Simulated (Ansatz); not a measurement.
# Does disorder add resistance in series? Re(0001) layers displaced at 800 K

Two lengths of the disordered region are known. What area resistance does the third give?

How it was computed: Ansatz 0.2.0, plane waves with PAW datasets at their recommended cutoffs (420 eV for most), Fermi-Dirac smearing; ballistic transmission by layer matching. The area resistance is RA = A (h/2e²)(1/T − 1/N), with T the zone-mean transmission per spin and N the lead's channels, both averaged over a few energies near the Fermi level; for magnets each spin is taken apart, with h/e², and the two conduct in parallel. Lateral cell 2x2, PBE, a fresh random draw for each length. Atoms are displaced independently, by 0.0584 Å r.m.s. per direction; each RA is scaled by the nominal over the drawn mean square displacement.

The runs, with one result withheld:

```tsv
length (Å)	channels N	RA (fΩ m²)
4.46	5.240	0.113
13.4	5.273	0.295
22.3	5.260	?
```

**Estimate by hand.**

Ohm's law makes RA linear in the length: the slope is (0.295 − 0.113)/(13.4 − 4.46) = 0.0203 fΩ m² per Å, or 20 µΩ cm. Then 0.295 + 0.0203 × 8.92. Predicted: 0.476 fΩ m².

**The withheld run.**

0.517 fΩ m², so the prediction is 8.0 % too low. The three lengths together give 23 µΩ cm. The two increments are 0.18 and 0.22 fΩ m², roughly as Ohm's law has it, though with one draw for each length that is a weak test.

Caveats: The scatterers repeat sideways with the small cell. The slope is a raw one; a model of isotropic scattering puts it 1.05 times the bulk value over these lengths. Spin-orbit coupling is left out, which matters for Re.

[Logs are printed without paths, hosts, clocks, repeated set-up lines and the standing remarks that a program may print on its own settings, such as how far it seeks lower states.]
